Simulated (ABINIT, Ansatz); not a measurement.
**CsSrF3 (Pm-3m): changed settings of a GW run in ABINIT**

Aim: change inputs of a GW run on CsSrF3 (Pm-3m) and see what moves.

Calculated with ABINIT 10.8.3; LDA and many-body steps on it, plane waves.

## (1) The structure

Symmetry: Pm-3m, No. 221, cubic system. Conventional cell: a = 4.763 Å, b = 4.763 Å, c = 4.763 Å, α = 90.00°, β = 90.00°, γ = 90.00°. Nearest to Cs lie 12 F at 3.37 Å. Nearest to Sr lie 6 F at 2.38 Å. F has 2 Sr at 2.38 Å and 4 Cs at 3.37 Å nearest. Farther neighbours and most contacts between anions are not listed.

The cell and positions are those that the Materials Project relaxed with its own functionals (PBE, PBE+U or r2SCAN), kept fixed. Spin-orbit coupling is left out unless a step names it.

## (2) Screening, 2×2×2 mesh, 91 bands, screening to 114.3 eV

This step: ABINIT 10.8.3; RPA screening on LDA, plane waves, norm-conserving pseudopotentials.

The RPA dielectric matrix is built and inverted for each q.

The input, run.abi:

```
acell 3*1.0 Angstrom
rprim 
  4.763247010000 0.000000000000 0.000000000000
  0.000000000000 4.763247010000 0.000000000000
  0.000000000000 0.000000000000 4.763247010000
ntypat 3
znucl 55 38 9
natom 5
typat 1 2 3 3 3
xred 
  0.000000000000 0.000000000000 0.000000000000
  0.500000000000 0.500000000000 0.500000000000
  0.000000000000 0.500000000000 0.500000000000
  0.500000000000 0.000000000000 0.500000000000
  0.500000000000 0.500000000000 0.000000000000
pp_dirpath "pseudos"
pseudos "Cs.upf, Sr.upf, F.upf"
ecut 36
ngkpt 2 2 2
nshiftk 1
shiftk 0 0 0
kptopt 1
chksymbreak 0
istwfk *1
occopt 1
irdwfk 1
optdriver 3
nband 91
ecuteps 4.2
inclvkb 2
awtr 1
symchi 1
indata_prefix "in"
outdata_prefix "out"
tmpdata_prefix "tmp"
```

Command:

```console
> OMP_NUM_THREADS=1 mpirun -n 4 abinit run.abi > log
```

Log:

```text
.Version 10.8.3 of ABINIT. v10.8.2 released Aug 2026.

 Symmetries : space group Pm -3 m (#221); Bravais cP (primitive cubic)
[... echo of the input left out ...]
== DATASET  1 ==================================================================
-   mpi_nproc: 4, omp_nthreads: 1 (-1 if OMP is not activated)

--- !DatasetInfo
iteration_state: {dtset: 1, }
dimensions: {natom: 5, nkpt: 4, mband: 91, nsppol: 1, nspinor: 1, nspden: 1, mpw: 7568, }
cutoff_energies: {ecut:  36.0, pawecutdg:  -1.0, }
electrons: {nelect:   4.00000000E+01, charge:   0.00000000E+00, occopt:   1.00000000E+00, tsmear:   1.00000000E-02, }

 SCREENING: Calculation of the susceptibility and dielectric matrices

 Based on a program developped by R.W. Godby, V. Olevano, G. Onida, and L. Reining.
 Incorporated in ABINIT by V. Olevano, G.-M. Rignanese, and M. Torrent.
.Using double precision arithmetic ; gwpc =  8

[... cell and pseudopotentials left out ...]
--------------------------------------------------------------------------------

 ==== K-mesh for the wavefunctions ====
 Number of points in the irreducible wedge :     4
[... list of points left out ...]
 Together with 48 symmetry operations and time-reversal symmetry
 yields     8 points in the full Brillouin Zone.

 ==== Q-mesh for the screening function ====
 Number of points in the irreducible wedge :     4
[... list of points left out ...]
 Together with 48 symmetry operations and time-reversal symmetry
 yields     8 points in the full Brillouin Zone.

 setmesh: FFT mesh size selected  =    36x   36x   36
          total number of points  =        46656

 vcoul_init : cutoff-mode = AUXILIARY_FUNCTION
 q-points for optical limit:   1
     1)      0.000010    0.000020    0.000030

- screening: taking advantage of time-reversal symmetry
- Maximum band index for partially occupied states nbvw = 20
- Remaining bands to be divided among processors   nbcw = 71
- Number of bands treated by each node ~17

 Number of electrons calculated from density =   40.0000; Expected =   40.0000
 average of density, n =  0.054847
 r_s =    1.6327
 omega_plasma =   22.5909 [eV]

 calculating chi0 at frequencies [eV] :
  1    0.000000E+00    0.000000E+00
  2    0.000000E+00    2.259085E+01

--------------------------------------------------------------------------------
  q-point number  1        q = ( 0.000000, 0.000000, 0.000000) [r.l.u.]
--------------------------------------------------------------------------------
[... chi0 elements left out ...]
 For q-point:  0.000010 0.000020 0.000030
  dielectric constant =   2.2680
  dielectric constant without local fields =   2.5149

  Average fulfillment of the sum rule on Im[epsilon] for q-point    1 :     45.82  [%]
[... wings left out ...]
  q-point number  2        q = ( 0.500000, 0.000000, 0.000000) [r.l.u.]
--------------------------------------------------------------------------------
[... chi0 elements left out ...]
  Average fulfillment of the sum rule on Im[epsilon] for q-point    2 :     54.33  [%]

 [... 2 further q-points ...]
```

It took 34 s on 4 MPI ranks of Intel Xeon Platinum 8259CL at 2.50GHz (Skylake/Cascade Lake), shared host; peak memory 1.2 GiB; 2.2 min of CPU time.

Numbers from this step:

```
ε∞ with local fields, on this mesh, along the program's q direction : 2.268
the same without local fields                                       : 2.515
plasma frequency                                                    : 22.59 eV
plane waves in the screening matrix                                 : 305
```

Local fields lower ε∞ by 10 %. On a Γ-centred mesh this coarse the value itself is usually too large, while a short band sum pulls it down.

## (3) Base

The self-energy is evaluated for the states that the input lists, and the levels follow from it, in one-shot runs by the linearised quasiparticle equation.

This step: G0W0 on LDA, plane waves, norm-conserving pseudopotentials.

Edit run.abi of step 2 so:

```diff
@@ -26,8 +26,15 @@
 irdwfk 1
-optdriver 3
+optdriver 4
 nband 91
+gwcalctyp 0
+ecutsigx 36
+symsigma 1
+nkptgw 1
+kptgw 
+  0.0000000000 0.0000000000 0.0000000000
+bdgw 
+  18 23
 ecuteps 4.2
-inclvkb 2
-awtr 1
-symchi 1
+irdscr 1
+ppmodel 1
 indata_prefix "in"
```

Log:

```text
.Version 10.8.3 of ABINIT. v10.8.2 released Aug 2026.

 Symmetries : space group Pm -3 m (#221); Bravais cP (primitive cubic)
[... echo of the input left out ...]
== DATASET  1 ==================================================================
-   mpi_nproc: 4, omp_nthreads: 1 (-1 if OMP is not activated)

--- !DatasetInfo
iteration_state: {dtset: 1, }
dimensions: {natom: 5, nkpt: 4, mband: 91, nsppol: 1, nspinor: 1, nspden: 1, mpw: 7568, }
cutoff_energies: {ecut:  36.0, pawecutdg:  -1.0, }
electrons: {nelect:   4.00000000E+01, charge:   0.00000000E+00, occopt:   1.00000000E+00, tsmear:   1.00000000E-02, }

 SIGMA: Calculation of the GW corrections

 Based on a program developped by R.W. Godby, V. Olevano, G. Onida, and L. Reining.
 Incorporated in ABINIT by V. Olevano, G.-M. Rignanese, and M. Torrent.
.Using double precision arithmetic ; gwpc =  8

[... cell and pseudopotentials left out ...]
--------------------------------------------------------------------------------

 ==== K-mesh for the wavefunctions ====
 Number of points in the irreducible wedge :     4
[... list of points left out ...]
 Together with 48 symmetry operations and time-reversal symmetry
 yields     8 points in the full Brillouin Zone.

 ==== Q-mesh for screening function ====
 Number of points in the irreducible wedge :     4
[... list of points left out ...]
 Together with 48 symmetry operations and time-reversal symmetry
 yields     8 points in the full Brillouin Zone.

 vcoul_init : cutoff-mode = AUXILIARY_FUNCTION
 q-points for optical limit:   1
     1)      0.000010    0.000020    0.000030
 setmesh: FFT mesh size selected  =    50x   50x   50
          total number of points  =       125000

 Number of electrons calculated from density =   40.0000; Expected =   40.0000
 average of density, n =  0.054847
 r_s =    1.6327
 omega_plasma =   22.5909 [eV]

 === KS Band Gaps ===
  >>>> For spin  1
   Minimum direct gap =   6.0761 [eV], located at k-point      :   0.0000  0.0000  0.0000
   Fundamental gap    =   6.0761 [eV], Top of valence bands at :   0.0000  0.0000  0.0000
                                       Bottom of conduction at :   0.0000  0.0000  0.0000
 SIGMA fundamental parameters:
 PLASMON POLE MODEL  1
 number of plane-waves for SigmaX                 7497
 number of plane-waves for SigmaC and W            305
 number of plane-waves for wavefunctions          7497
 number of bands                                    91
 number of independent spin polarizations            1
 number of spinorial components                      1
 number of k-points in IBZ                           4
 number of q-points in IBZ                           4
 number of symmetry operations                      48
 number of k-points in BZ                            8
 number of q-points in BZ                            8
 number of frequencies for dSigma/dE                 9
 frequency step for dSigma/dE [eV]                0.25
 number of omega for Sigma on real axis              0
 max omega for Sigma on real axis  [eV]           0.00
 zcut for avoiding poles [eV]                     0.10

 EPSILON^-1 parameters (SCR file):
 dimension of the eps^-1 matrix on file            305
 dimension of the eps^-1 matrix used               305
 number of plane-waves for wavefunctions          7497
 number of bands                                    91
 number of q-points in IBZ                           4
 number of frequencies                               2
 number of real frequencies                          1
 number of imag frequencies                          1

 matrix elements of self-energy operator (all in [eV])

 Perturbative Calculation

--- !SelfEnergy_ee
iteration_state: {dtset: 1, }
kpoint     : [   0.000,    0.000,    0.000, ]
spin       : 1
KS_gap     :    6.076
QP_gap     :    9.559
Delta_QP_KS:    3.483
data: !SigmaeeData |
     Band     E0 <VxcDFT>   SigX SigC(E0)      Z dSigC/dE  Sig(E)    E-E0       E
       18  -0.049 -22.169 -29.627   5.292   0.796  -0.256 -23.893  -1.724  -1.773
       19  -0.049 -22.169 -29.627   5.292   0.796  -0.256 -23.893  -1.724  -1.773
       20  -0.049 -22.169 -29.627   5.292   0.796  -0.256 -23.893  -1.724  -1.773
       21   6.027  -8.532  -3.827  -2.722   0.887  -0.127  -6.772   1.759   7.787
       22   7.583  -8.104  -3.462  -2.639   0.886  -0.129  -6.329   1.775   9.357
       23   7.583  -8.104  -3.462  -2.639   0.886  -0.129  -6.329   1.775   9.357

== END DATASET(S) ==============================================================
================================================================================

 -outvars: echo values of variables after computation  --------
           etotal      0.0000000000E+00
            nband          91
             nkpt           4
          spgroup         221
 [... the other variables as echoed above ...]

 Calculation completed.
```

It took 15 s on 4 MPI ranks; peak memory 0.84 GiB.

Numbers from this step:

```
G0W0 gap on the points computed              : 9.56 eV
starting gap on the mesh                     : 6.076 eV
k of the valence top                         : 0, 0, 0
k of the conduction bottom                   : 0, 0, 0
Z at the valence top                         : 0.796
Z at the conduction bottom                   : 0.887
least direct G0W0 gap on the computed points : 9.56 eV
```

The gap on the mesh goes from 6.08 eV to 9.56 eV, a correction of +3.48 eV.

## (4) No symmetry in the self-energy

Edit run.abi of step 3 so:

```diff
@@ -30,3 +30,3 @@
 ecutsigx 36
-symsigma 1
+symsigma 0
 nkptgw 1
```

Log:

```text
.Version 10.8.3 of ABINIT. v10.8.2 released Aug 2026.

 Symmetries : space group Pm -3 m (#221); Bravais cP (primitive cubic)
[... echo of the input left out ...]
== DATASET  1 ==================================================================
-   mpi_nproc: 4, omp_nthreads: 1 (-1 if OMP is not activated)

--- !DatasetInfo
iteration_state: {dtset: 1, }
dimensions: {natom: 5, nkpt: 4, mband: 91, nsppol: 1, nspinor: 1, nspden: 1, mpw: 7568, }
cutoff_energies: {ecut:  36.0, pawecutdg:  -1.0, }
electrons: {nelect:   4.00000000E+01, charge:   0.00000000E+00, occopt:   1.00000000E+00, tsmear:   1.00000000E-02, }

 SIGMA: Calculation of the GW corrections

 Based on a program developped by R.W. Godby, V. Olevano, G. Onida, and L. Reining.
 Incorporated in ABINIT by V. Olevano, G.-M. Rignanese, and M. Torrent.
.Using double precision arithmetic ; gwpc =  8

[... cell and pseudopotentials left out ...]
--------------------------------------------------------------------------------

 ==== K-mesh for the wavefunctions ====
 Number of points in the irreducible wedge :     4
[... list of points left out ...]
 Together with 48 symmetry operations and time-reversal symmetry
 yields     8 points in the full Brillouin Zone.

 ==== Q-mesh for screening function ====
 Number of points in the irreducible wedge :     4
[... list of points left out ...]
 Together with 48 symmetry operations and time-reversal symmetry
 yields     8 points in the full Brillouin Zone.

 vcoul_init : cutoff-mode = AUXILIARY_FUNCTION
 q-points for optical limit:   1
     1)      0.000010    0.000020    0.000030
 setmesh: FFT mesh size selected  =    50x   50x   50
          total number of points  =       125000

 Number of electrons calculated from density =   40.0000; Expected =   40.0000
[...]
number of k-points in BZ                            8
 number of q-points in BZ                            8
 number of frequencies for dSigma/dE                 9
 frequency step for dSigma/dE [eV]                0.25
 number of omega for Sigma on real axis              0
 max omega for Sigma on real axis  [eV]           0.00
 zcut for avoiding poles [eV]                     0.10

 EPSILON^-1 parameters (SCR file):
 dimension of the eps^-1 matrix on file            305
 dimension of the eps^-1 matrix used               305
 number of plane-waves for wavefunctions          7497
 number of bands                                    91
 number of q-points in IBZ                           4
 number of frequencies                               2
 number of real frequencies                          1
 number of imag frequencies                          1

 matrix elements of self-energy operator (all in [eV])

 Perturbative Calculation

--- !SelfEnergy_ee
iteration_state: {dtset: 1, }
kpoint     : [   0.000,    0.000,    0.000, ]
spin       : 1
KS_gap     :    6.076
QP_gap     :    9.559
Delta_QP_KS:    3.483
data: !SigmaeeData |
     Band     E0 <VxcDFT>   SigX SigC(E0)      Z dSigC/dE  Sig(E)    E-E0       E
       18  -0.049 -22.169 -29.627   5.292   0.796  -0.256 -23.893  -1.724  -1.773
       19  -0.049 -22.169 -29.627   5.291   0.796  -0.256 -23.894  -1.724  -1.773
       20  -0.049 -22.169 -29.627   5.292   0.796  -0.256 -23.893  -1.724  -1.773
       21   6.027  -8.532  -3.827  -2.722   0.887  -0.127  -6.772   1.759   7.787
       22   7.583  -8.104  -3.462  -2.639   0.886  -0.129  -6.329   1.775   9.357
       23   7.583  -8.104  -3.462  -2.639   0.886  -0.129  -6.329   1.775   9.357

== END DATASET(S) ==============================================================
================================================================================

 -outvars: echo values of variables after computation  --------
           etotal      0.0000000000E+00
            nband          91
             nkpt           4
          spgroup         221
 [... the other variables as echoed above ...]

 Calculation completed.
```

Wall time 17 s (4 MPI ranks); peak memory 0.84 GiB; 69 s of CPU time.

Numbers from this step:

```yaml
g0w0_gap_on_the_points_computed: 9.56 eV
starting_gap_on_the_mesh: 6.076 eV
k_of_the_valence_top: 0, 0, 0
k_of_the_conduction_bottom: 0, 0, 0
z_at_the_valence_top: 0.796
z_at_the_conduction_bottom: 0.887
least_direct_g0w0_gap_on_the_computed_points: 9.56 eV
```

Against G0W0 in ABINIT (2×2×2 mesh, 91 bands, screening to 114.3 eV, Godby-Needs plasmon pole), the gap moves by +0.000 eV.

## (5) More bands than the file holds

Edit run.abi of step 4 so:

```diff
@@ -27,6 +27,6 @@
 optdriver 4
-nband 91
+nband 585
 gwcalctyp 0
 ecutsigx 36
-symsigma 0
+symsigma 1
 nkptgw 1
```

Log:

```text
.Version 10.8.3 of ABINIT. v10.8.2 released Aug 2026.

 Symmetries : space group Pm -3 m (#221); Bravais cP (primitive cubic)
================================================================================
 Values of the parameters that define the memory need of the present run
     intxc =       0    ionmov =       0      iscf =       7    lmnmax =       8
     lnmax =       8     mgfft =      50  mpssoang =       4    mqgrid =    3001
     natom =       5  nloc_mem =       1    nspden =       1   nspinor =       1
    nsppol =       1      nsym =      48    n1xccc =    2501    ntypat =       3
    occopt =       1   xclevel =       1
-    mband =         585        mffmem =           1         mkmem =           1
       mpw =        7568          nfft =      125000          nkpt =           4
================================================================================
  Rough estimation (10% accuracy) of disk space for files :
================================================================================

--------------------------------------------------------------------------------
------------- Echo of variables that govern the present computation ------------
--------------------------------------------------------------------------------
 -outvars: echo values of preprocessed input variables --------
            acell      1.8897261259E+00  1.8897261259E+00  1.8897261259E+00 Bohr

             bdgw          18      23
      chksymbreak           0
             ecut      3.60000000E+01 Hartree
          ecuteps      4.20000000E+00 Hartree
         ecutsigx      3.60000000E+01 Hartree
          ecutwfn      3.60000000E+01 Hartree
-          fftalg         312
           irdscr           1
           irdwfk           1

              ixc       -1012
[...]
R(3)=  0.0000000  0.0000000  9.0012323  G(3)=  0.0000000  0.0000000  0.1110959
 Unit cell volume ucvol=  7.2929949E+02 bohr^3
 Angles (23,13,12)=  9.00000000E+01  9.00000000E+01  9.00000000E+01 degrees

--- Pseudopotential description ------------------------------------------------
- Cs Generated using ONCVPSP code by D. R. Hamann
- 55.00000   9.00000  201201                  znucl, zion, pspdat
12 -1012 3 -1 2328                            pspcod,pspxc,lmax,lloc,mmax
     nproj     2     2     2     2
  pspatm : epsatm=   21.68725381
         --- l  ekb(1:nproj) -->
[...]
pspatm: atomic psp has been read  and splines computed

- Sr Generated using ONCVPSP code by D. R. Hamann
- 38.00000  10.00000  180309                  znucl, zion, pspdat
12 -1012 2 -1 1812                            pspcod,pspxc,lmax,lloc,mmax
     nproj     2     2     2     0
  pspatm : epsatm=   12.22067766
         --- l  ekb(1:nproj) -->
[...]
pspatm: atomic psp has been read  and splines computed

- F Generated using ONCVPSP code by D. R. Hamann
-  9.00000   7.00000  201202                  znucl, zion, pspdat
12 -1012 2 -1 824                             pspcod,pspxc,lmax,lloc,mmax
     nproj     2     2     1     0
  pspatm : epsatm=    4.94580260
         --- l  ekb(1:nproj) -->
             0    6.487052    1.061847
             1   -4.029087   -1.312559
             2   -2.364936
 pspatm: atomic psp has been read  and splines computed

   1.94981357E+03                                ecore*ucvol(ha*bohr**3)
--------------------------------------------------------------------------------

--- !ERROR
message: |
    Number of bands stored WFK file is less than required.
    WFK mband: 213, self-energy nband: 585

--- !ERROR
message: |
    Number of bands stored WFK file is less than required.
    WFK mband: 213, self-energy nband: 585

--- from the log ---
Number of bands stored WFK file is less than required.
#6  0x57cf0133c846 in ???
#7  0xeea44a34284 in __libc_start_call_main
#8  0xeea44a34337 in __libc_start_main@GLIBC_2.2.5
#9  0x57cf01332264 in ???
#10  0xffffffffffffffff in ???
    WFK mband: 213, self-energy nband: 585
```

Wall time 5.5 s (4 MPI ranks); peak memory 0.21 GiB; 16 s of CPU time.

The run stopped with an error after 5.5 s.

The program's words: Number of bands stored WFK file is less than required. #7  0xeea44a34284 in __libc_start_call_main #8  0xeea44a34337 in __libc_start_main@GLIBC_2.2.5 WFK mband: 213, self-energy nband: 585

The fault put into this input: more bands than the file holds.

## (6) Side by side

Times are wall times on 4 MPI ranks of Intel Xeon Platinum 8259CL at 2.50GHz (Skylake/Cascade Lake), shared host. The host was busy with other work, so they are no guide to cost. A run's time includes the screening step that it read.

```tsv
run	mesh	bands	screening cutoff (eV)	DFT gap (eV)	gap on the mesh (eV)	direct (eV)	ε∞ used	time
base	2×2×2	91	114.3	6.076	9.560	9.560	2.27	49 s
no symmetry in the self-energy	2×2×2	91	114.3	6.076	9.560	9.560	2.27	51 s
```

## (7) Results

```yaml
base: 9.560 eV
no_symmetry_in_the_self_energy: 9.560 eV
known_limits: not at the basis limit; no spin-orbit coupling; coarse k mesh
```

**Reading.** No symmetry in the self-energy: no change against base (keys changed: symsigma). Bands and cutoff are finite, so the gap is not at the basis limit. The miss can reach some tenths of an eV and take either sign; the mesh is an error of its own. In the first G0W0 run levels were corrected at 1 k point alone, so a gap called «on the mesh» is the least over those, and an edge elsewhere would be missed. The 2×2×2 mesh is coarse for this cell, which bears on the long-range parts of exchange and screening. This is the ideal cubic cell; many perovskites, halides above all, are cubic only on average, and local tilts or off-centring can widen the gap. The many-body steps are scalar-relativistic: spin-orbit coupling is not in them.

[Paths, hosts, dates, memory and timing lines, banners, echoed tables and standing remarks are left out of the program output.]

[Logs are printed without paths, hosts, clocks, repeated set-up lines and the standing remarks that a program may print on its own settings, such as how far it seeks lower states.]

[Runs of the session that timed out or met a known fault of the program may be left out.]

[No measured gap is set beside runs whose start may be inverted or whose files or cutoffs have a known fault.]

[Hosts, paths, dates, database ids (printed as entryN), source tags and the programs' standing remarks are cut or masked in the printed files.]

[G0W0 gaps are taken among the corrected bands and points alone; a level outside them can change the order at an edge.]

[Where Ansatz stands beside ABINIT at settings called matched, ABINIT's density can come from a denser mesh and the files from another edition; pairs whose starting gaps differed by over 0.03 eV were left out, so agreement reads better than it is.]
